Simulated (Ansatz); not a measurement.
## HfGe (model cell, started as NiAs type): the cell at rest

Aim: bring HfGe (model cell, started as NiAs type) to small forces and stress, as phonons need.

Method: DFT PBEsol, scalar-relativistic, plane waves, PAW, in Ansatz 0.2.0.

The structure was built from a prototype and need not be the compound's stable phase.

## (1) Set-up

It takes space group P6_3/mmc (No. 194, hexagonal). The conventional cell has a = 3.718 Å, b = 3.718 Å, c = 5.948 Å, α = 90.00°, β = 90.00°, γ = 120.00°. Hf has 6 Ge at 2.61 Å nearest. Nearest to Ge lie 6 Hf at 2.61 Å. Farther neighbours are not listed.

## (2) A coarse first look

A quick single point on a coarse mesh tells whether the cell has a gap and how far it is from rest, which sets the k mesh and smearing that follow.

input.yaml

```yaml
crystal:
  lattice:
    - [3.71754, 0.0, 0.0]
    - [-1.85877, 3.21949, 0.0]
    - [0.0, 0.0, 5.94807]
  atoms:
    - { symbol: Hf, position: [0.0, 0.0, 0.0] }
    - { symbol: Hf, position: [0.0, 0.0, 0.5] }
    - { symbol: Ge, position: [0.333333, 0.666667, 0.25] }
    - { symbol: Ge, position: [0.666667, 0.333333, 0.75] }
kpoints:
  mp_grid: { grid: [6, 6, 4] }
hamiltonian:
  xc: pbesol
scf:
  occupations: { method: gaussian, width: 0.1 }
output:
  forces: true
  stress: true
  eigenvalues: true
```

Started as:

```sh
ansatz run input.yaml --threads 4 --pin off --max-ram 7168MiB --backend cpu --events-out ev --progress --plain --runs-dir out
```

Numbers of over 12 decimals in the logs are rounded to 6 here.

The log of the run:

```text
[...]
k-point 0: bands = [... 36 lower, 15.6270, 16.5552, 18.4655, 18.4655, 19.0954, 19.0954, 20.9551, 20.9551, ... 4 higher]
  k-point 1: bands = [... 36 lower, 15.9296, 16.6480, 18.0841, 18.0841, 18.7749, 18.7749, 20.3762, 20.8165, ... 4 higher]
  k-point 2: bands = [... 36 lower, 16.7956, 16.7956, 16.7956, 16.7956, 19.6560, 19.6560, 19.6560, 19.6560, ... 4 higher]
  k-point 20: bands = [... 36 lower, 15.1833, 15.1833, 16.2864, 16.2864, 19.2863, 19.2863, 20.4243, 20.4243, ... 4 higher]
[key lines of the parts left out:]
SCF converged after 8 iterations
Free energy (F): -39704.196825 eV
Fermi energy:    17.737022 eV
P = ⅓ Tr σ = 23.4808 GPa (234.808 kbar)
```

Elapsed: 4 s, on 4 threads of Arm Neoverse N1, shared host; peak memory 0.41 GiB.

This step gave:

```
pressure          : 23.48 GPa
volume per atom   : 17.80 Å³
gap on the k-mesh : 0 eV
```

The coarse mesh shows no gap and a pressure of 23.5 GPa.

## (3) Coarse relaxation

A rough relaxation comes first, because large forces or stress need no tight tolerances yet.

Changes to input.yaml since step 2:

```diff
@@ -20 +20,6 @@
   eigenvalues: true
+relax:
+  adjacent_minimum: "off"
+  f_tol: 0.05
+  max_steps: 80
+  cell: { stress_tol: 0.5 }
```

The log of the run:

```text
[...]
Crystal: 4 atoms, lattice volume = 71.190 Å³
Basis set: ecut = 420 eV, 1387 PW (Γ), exchange–correlation on 50×50×80 points (8 copies of the dense FFT grid, shifted against one another)
Bands: 48, of which v1, the nominal top of the filled ones, is band 40 counted from 1 (39 counted from 0)
Symmetry: 24 space group operations
[...]
F+E_penalty+E_count = -39705.12455650 eV   max|allowed force component| = 7.170e-17 eV/Å   (the final SCF, on the basis selected at the relaxed cell)
  cell:  # Å, volume = 81.0339 Å³
    - [3.762241, 0, 0.0]
    - [-1.881120, 3.258196, 0.0]
    - [0.0, 0.0, 6.610634]
  atoms:
    - { symbol: Hf, position: [0, 0, 0] }
    - { symbol: Hf, position: [0, 0, 0.5] }
    - { symbol: Ge, position: [0.333333, 0.666667, 0.25] }
    - { symbol: Ge, position: [0.666667, 0.333333, 0.75] }
[key lines of the parts left out:]
SCF converged after 5 iterations
Free energy (F): -39705.124556 eV
Fermi energy:    15.569864 eV
P = ⅓ Tr σ = 0.0011 GPa (0.011 kbar)
```

It took 27 s on 4 threads; peak memory 0.45 GiB.

The steps of the relaxation:

| step | energy less that of the first step (eV) | largest force component (eV/Å) | pressure (GPa) | volume (Å³) |
| --- | --- | --- | --- | --- |
| 1 | 0.0000 | 0.0000 | 23.48 | 71.19 |
| 2 | -0.7246 | 0.0000 | 7.99 | 77.33 |
| 3 | -0.9121 | 0.0000 | 1.89 | 79.95 |
| 4 | -0.9211 | 0.0000 | 0.21 | 80.86 |
| 5* | -0.9272 | 0.0000 | 0.33 | 80.86 |
| 6 | -0.9277 | 0.0000 | 0.00 | 81.03 |
| 7* | -0.9277 | 0.0000 | 0.00 | 81.03 |

Relaxation steps marked * repeat the geometry before them on a plane-wave basis chosen anew for their cell, so energy and pressure can jump there.

Forces are held to the 24 operations that the run works with; a distortion that breaks them can't arise in this run.

| conventional cell, symmetrised | before | after | change |
| --- | --- | --- | --- |
| a (Å) | 3.718 | 3.762 | +1.2 % |
| b (Å) | 3.718 | 3.762 | +1.2 % |
| c (Å) | 5.948 | 6.611 | +11.1 % |
| volume (Å³/atom) | 17.80 | 20.26 | +13.8 % |

The relaxed structure:

```xyz
4
Lattice="3.7622 0.0000 0.0000 -1.8811 3.2582 0.0000 0.0000 0.0000 6.6106" Properties=species:S:1:pos:R:3 pbc="T T T"
Hf    0.0000    0.0000    0.0000
Hf    0.0000    0.0000    3.3053
Ge    0.0000    2.1721    1.6527
Ge    1.8811    1.0861    4.9580
```

This step gave:

* pressure: 0.001138 GPa
* volume per atom: 20.26 Å³

In this step the volume went from 17.80 to 20.26 Å³/atom.

## (4) Relaxation

Harmonic phonons are second derivatives at a point where the forces vanish, and they are wanted at zero stress, so atoms and cell are relaxed first.

input.yaml, the sections that differ from step 3:

```yaml
crystal:
  lattice:
    - [3.7622406635, 0.0, 0.0]
    - [-1.8811203318, 3.2581959898, 0.0]
    - [0.0, 0.0, 6.6106337256]
  atoms:
    - { symbol: Hf, position: [0.0, 0.0, 0.0] }
    - { symbol: Hf, position: [0.0, 0.0, 0.5] }
    - { symbol: Ge, position: [0.3333333333, 0.6666666667, 0.25] }
    - { symbol: Ge, position: [0.6666666667, 0.3333333333, 0.75] }
kpoints:
  mp_grid: { grid: [12, 12, 6] }
relax:
  adjacent_minimum: "off"
  f_tol: 0.005
  max_steps: 80
  cell: { stress_tol: 0.05 }
# hamiltonian, scf, output: as in step 3
```

The log of the run:

```text
[...]
Crystal: 4 atoms, lattice volume = 81.034 Å³
Basis set: ecut = 420 eV, 1583 PW (Γ), exchange–correlation on 54×54×90 points (8 copies of the dense FFT grid, shifted against one another)
Bands: 48, of which v1, the nominal top of the filled ones, is band 40 counted from 1 (39 counted from 0)
[... 1 set-up line as in the run before ...]
[...]
k-points: 76 of 864
[...]
SCF iter   1: F=—  HF=-39705.149552 eV  |F-HF|=—  |Δ(HF+E_count)|=         —  Δρ=3.23e-3  dr2=1.05e-2  ethr=1.77e-3  ⟨swp⟩=5.4  Hψ=11098  notcnv=0  defer=5
[...]
SCF iter   8: F=-39705.145748 eV  HF=-39705.145748 eV  |F-HF|=9.52e-9  |Δ(HF+E_count)|=   1.56e-7  Δρ=4.65e-6  dr2=2.89e-8  ethr=1.25e-10  ⟨swp⟩=8.3  Hψ=14762  notcnv=0
SCF 1 converged in 8 iterations: F = -39705.145748 eV  dr2 = 2.89e-8
[...]
relax step   1: F+E_penalty+E_count = -39705.14574769 eV  Δ(F+E_penalty+E_count) = +0.000e0 eV  max|allowed force component| = 5.089e-17 eV/Å  Δτ_max = 0.0000 Å  P = -0.078 GPa  Ω = 81.034 Å³  (8 SCF iters, dr2 threshold 1.00e-7 eV, accepted)
Crystal: 4 atoms, lattice volume = 80.894 Å³
[...]
SCF iter   6: F=-39705.145770 eV  HF=-39705.145770 eV  |F-HF|=6.10e-9  |Δ(HF+E_count)|=   2.80e-8  Δρ=3.31e-6  dr2=7.24e-9  ethr=3.34e-11  ⟨swp⟩=4.5  Hψ=13037  notcnv=0
SCF 2 converged in 6 iterations: F = -39705.145770 eV  dr2 = 7.24e-9
relax step   2: F+E_penalty+E_count = -39705.14577034 eV  Δ(F+E_penalty+E_count) = -2.264e-5 eV  max|allowed force component| = 6.014e-17 eV/Å  Δτ_max = 0.0000 Å  P = +0.090 GPa  Ω = 80.894 Å³  energy of the carried Pulay correction = +2.724e-5 eV  (6 SCF iters, dr2 threshold 2.67e-8 eV, rejected (line search))
Crystal: 4 atoms, lattice volume = 80.969 Å³
[...]
SCF iter   8: F=-39705.145787 eV  HF=-39705.145787 eV  |F-HF|=2.91e-11  |Δ(HF+E_count)|=  2.91e-11  Δρ=1.54e-7  dr2=1.69e-11  ethr=1.00e-12  ⟨swp⟩=3.0  Hψ=13326  notcnv=0
SCF 3 converged in 8 iterations: F = -39705.145787 eV  dr2 = 1.69e-11
relax step   3: F+E_penalty+E_count = -39705.14578743 eV  Δ(F+E_penalty+E_count) = -3.974e-5 eV  max|allowed force component| = 4.395e-17 eV/Å  Δτ_max = 0.0000 Å  P = -0.001 GPa  Ω = 80.969 Å³  energy of the carried Pulay correction = +1.264e-5 eV  (8 SCF iters, accepted)
[...]
SCF iter   4: F=-39705.145776 eV  HF=-39705.145776 eV  |F-HF|=1.46e-11  |Δ(HF+E_count)|=  8.22e-10  Δρ=8.10e-8  dr2=3.96e-12  ethr=1.00e-12  ⟨swp⟩=6.1  Hψ=16405  notcnv=0
SCF 4 converged in 4 iterations: F = -39705.145776 eV  dr2 = 3.96e-12
relax step   4: F+E_penalty+E_count = -39705.14577633 eV  Δ(F+E_penalty+E_count) = +1.110e-5 eV  max|allowed force component| = 2.776e-17 eV/Å  Δτ_max = 0.0000 Å  P = -0.001 GPa  Ω = 80.969 Å³  stress off target by 2.40e-3 GPa  SCF on the basis re-selected at this cell (its energy is not comparable with the rows above)  (4 SCF iters)
basis re-selected at this cell: Δ(F+E_penalty+E_count) = +1.110e-5 eV, ΔP = +0.000 GPa vs the last step (what re-selecting the basis moved, of the pressure what is left beyond the Pulay correction that the steps carried, after the strain that the cell walked since its last selection, with what the two solves' SCF thresholds leave and, on support functions, any second-order correction that the steps lacked; it is no m [...]
SCF converged after 4 iterations
Free energy (F): -39705.145776 eV
[...]
Internal energy: -39705.141093 eV  (E = F + TS)
E sigma→0 (E₀):  -39705.143435 eV
Entropy (-TS):   -0.004683 eV (-1.171 meV/atom)
Fermi energy:    15.624655 eV
[...]
--- Stress (GPa, compression-positive) ---
       -0.000696      -0.000000      -0.000000
       -0.000000      -0.000696      -0.000000
       -0.000000      -0.000000      -0.002404
  P = ⅓ Tr σ = -0.0013 GPa (-0.013 kbar)
--- Band table (eV; the first three rows and the last of 76) ---
  k-point 0: bands = [... 36 lower, 13.9758, 14.4838, 16.5045, 16.5045, 16.5386, 16.5386, 17.5489, 18.4409, ... 4 higher]
  k-point 1: bands = [... 36 lower, 14.0787, 14.3609, 16.1715, 16.1715, 16.5975, 16.5975, 17.3188, 18.2680, ... 4 higher]
  k-point 2: bands = [... 36 lower, 14.3819, 14.3819, 15.4984, 15.4984, 16.8694, 16.8694, 17.2511, 17.8068, ... 4 higher]
  k-point 75: bands = [... 36 lower, 12.6729, 12.6729, 13.7448, 13.7448, 16.5615, 16.5615, 18.0554, 18.0554, ... 4 higher]
--- Relaxed structure (3 steps of the walk, 2 accepted, 1 SCFs on fresh bases) ---
[...]
cell:  # Å, volume = 80.9689 Å³
    - [3.760138, 2.8851468756725252e-11, 0.0]
    - [-1.880069, 3.256375, 0.0]
    - [0.0, 0.0, 6.612720]
  atoms:
    - { symbol: Hf, position: [0, 0, 0.0] }
    - { symbol: Hf, position: [0, 0, 0.500000] }
    - { symbol: Ge, position: [0.333333, 0.666667, 0.250000] }
    - { symbol: Ge, position: [0.666667, 0.333333, 0.75] }
```

It took 46 s on 4 threads; peak memory 0.58 GiB.

Little changed from the start: no atom moved by 0.005 Å and no cell edge by 0.1 %.

Numbers from this step:

* pressure: -0.001266 GPa
* volume per atom: 20.24 Å³

In this step the volume went from 20.26 to 20.24 Å³/atom.

## (5) Relaxing to small forces for the phonons

Phonons need a cell at rest on their own settings, so the relaxation is repeated with tight tolerances on forces and stress on the k mesh and occupations of the first response run.

input.yaml

```yaml
crystal:
  lattice:
    - [3.7601375226, 0.0, 0.0]
    - [-1.8800687613, 3.2563746163, 0.0]
    - [0.0, 0.0, 6.6127199039]
  atoms:
    - { symbol: Hf, position: [0.0, 0.0, 0.0] }
    - { symbol: Hf, position: [0.0, 0.0, 0.5] }
    - { symbol: Ge, position: [0.3333333333, 0.6666666667, 0.25] }
    - { symbol: Ge, position: [0.6666666667, 0.3333333333, 0.75] }
kpoints:
  mp_grid: { grid: [12, 12, 6] }
hamiltonian:
  xc: pbesol
scf:
  occupations: { method: methfessel_paxton, width: 0.15 }
output:
  forces: true
  stress: true
  eigenvalues: true
  write_density: true
  write_potential: true
  elf: true
  volumetric_format: npy
relax:
  adjacent_minimum: "off"
  f_tol: 0.001
  max_steps: 60
  cell: { stress_tol: 0.01 }
```

The log of the run:

```text
[...]
Crystal: 4 atoms, lattice volume = 80.969 Å³
Basis set: ecut = 420 eV, 1583 PW (Γ), exchange–correlation on 54×54×90 points (8 copies of the dense FFT grid, shifted against one another)
Bands: 48, of which v1, the nominal top of the filled ones, is band 40 counted from 1 (39 counted from 0)
[... 1 set-up line as in the run before ...]
[...]
k-points: 76 of 864
[...]
--- Relaxed structure (3 steps of the walk, 2 accepted, 1 SCFs on fresh bases) ---
[...]
cell:  # Å, volume = 80.9814 Å³
    - [3.761366, 0, 0.0]
    - [-1.880683, 3.257438, 0]
    - [0, 0, 6.609427]
  atoms:
    - { symbol: Hf, position: [0, 0, 0] }
    - { symbol: Hf, position: [0, 0, 0.5] }
    - { symbol: Ge, position: [0.333333, 0.666667, 0.25] }
    - { symbol: Ge, position: [0.666667, 0.333333, 0.75] }
[key lines of the parts left out:]
SCF converged after 4 iterations
Free energy (F): -39705.142458 eV
Fermi energy:    15.635459 eV
P = ⅓ Tr σ = -0.0031 GPa (-0.031 kbar)
```

Wall time 49 s (4 threads); peak memory 0.58 GiB; 2.4 min of CPU time.

Little changed from the start: no atom moved by 0.005 Å and no cell edge by 0.1 %.

Numbers from this step:

| Item | Value |
| --- | --- |
| pressure | -0.003089 GPa |
| volume per atom | 20.25 Å³ |

Valence density in the ac plane at fractional y = 0.000, with atoms of Hf within 0.2 Å of it. It is the smooth field of the valence electrons, not physical close to the nuclei.

Ten steps, logarithmic in the rise over the least value, from '0' (0 e/Å³) to '9' (33 e/Å³), each cell a mean:
```
98631000001478
77520000001357
44210000000134
11100000000011
00000000000000
00000000000000
00000000000000
11000000000001
33200000000123
76420000000256
98631000001478
99731000001579
98631000001478
77520000001357
44210000000134
11100000000011
00000000000000
00000000000000
00000000000000
11000000000001
33200000000123
76420000000256
98631000001478
99731000001579
```
Columns run along a (3.8 Å), rows up along c (6.6 Å). Atoms in or near the plane, at fractional coordinates: Hf at (0.00, 0.00), Hf at (0.00, 0.50).

ELF in the ac plane at fractional y = 0.000, with atoms of Hf within 0.2 Å of it. It is the smooth field of the valence electrons, not physical close to the nuclei.

Ten even steps from '0' (0.13) to '9' (0.83), each cell a mean:
```
99940023200699
99620134310379
65201355531135
11013555553101
11245554565321
33466544566543
12356554566432
00124555554100
43102455531023
98510244310268
99830023200599
99950023101699
99940023200699
99620134310379
65201355531135
11013555553101
11245554565321
33466544566543
12356554566432
00124555554100
43102455531023
98510244310268
99830023200599
99950023101699
```
Columns run along a (3.8 Å), rows up along c (6.6 Å). Atoms in or near the plane, at fractional coordinates: Hf at (0.00, 0.00), Hf at (0.00, 0.50).

Electrostatic potential energy in the ac plane at fractional y = 0.000, with atoms of Hf within 0.2 Å of it. With pseudopotentials it is smooth inside the atoms' cores, unlike the true potential.

Values in eV, 24 rows by 14 columns, each cell a mean:
```
-22 -25 -23  -7   6  14  17  17  16  12   4 -13 -25 -24
-25 -24 -16   0   9  14  17  17  16  13   8  -5 -19 -25
-13 -10  -1   8  13  15  16  16  16  15  12   5  -4 -11
  4   6  10  13  15  15  15  15  15  15  15  12   9   6
 13  14  15  16  16  15  14  13  14  15  16  15  14  13
 16  16  17  17  16  15  13  12  13  15  16  17  17  16
 15  15  16  16  16  15  13  13  14  15  16  16  16  15
  7   9  11  14  15  15  15  15  15  15  15  13  11   8
 -8  -4   3  10  13  15  16  16  16  15  13   8   1  -5
-24 -21 -12   2  10  15  17  17  16  14   9  -2 -14 -22
-23 -25 -22  -6   7  14  17  17  16  12   5 -12 -24 -25
-19 -23 -25 -10   5  13  17  17  16  12   3 -16 -26 -22
-22 -25 -23  -7   6  14  17  17  16  12   4 -13 -25 -24
-25 -24 -16   0   9  14  17  17  16  13   8  -5 -19 -25
-13 -10  -1   8  13  15  16  16  16  15  12   5  -4 -11
  4   6  10  13  15  15  15  15  15  15  15  12   9   6
 13  14  15  16  16  15  14  13  14  15  16  16  14  13
 16  16  17  17  16  15  13  12  13  15  16  17  17  16
 15  15  16  16  16  15  13  13  14  15  16  16  16  15
  7   9  11  14  15  15  15  15  15  15  15  13  11   8
 -8  -4   3  10  13  15  16  16  16  15  13   8   1  -5
-24 -21 -12   2  10  15  17  17  16  14   9  -2 -14 -22
-23 -25 -22  -6   7  14  17  17  16  12   5 -12 -24 -25
-19 -23 -25 -10   5  13  17  17  16  12   3 -16 -26 -22
```
Columns run along a (3.8 Å; values clipped at the 3rd and 97th percentile), rows up along c (6.6 Å). Atoms in or near the plane, at fractional coordinates: Hf at (0.00, 0.00), Hf at (0.00, 0.50).

The forces vanish by symmetry and the pressure is -0.003 GPa, within the tolerances set. The cell now holds 20.25 Å³/atom.

## (6) What came out

```yaml
space_group_after_relaxation_within_0p01_a: P6_3/mmc
lattice_constant_a: 3.761 Å
lattice_constant_b: 3.761 Å
lattice_constant_c: 6.609 Å
volume_per_atom: 20.2 Å³
```

The forces vanish by symmetry and the pressure is -0.003 GPa, within the tolerances set. The cell now holds 20.25 Å³/atom. The relaxation keeps the symmetry of its start, so it says nothing on stability against lower symmetry. Spin-orbit coupling is left out, which can matter for the heavy elements here. The starting cell was built on a prototype and not taken from a measurement, so the phase need not exist.

[Logs are printed without paths, hosts, clocks, repeated set-up lines and the standing remarks that a program may print on its own settings, such as how far it seeks lower states.]

[Hosts, paths, dates, database ids (printed as entryN), source tags and the programs' standing remarks are cut or masked in the printed files.]
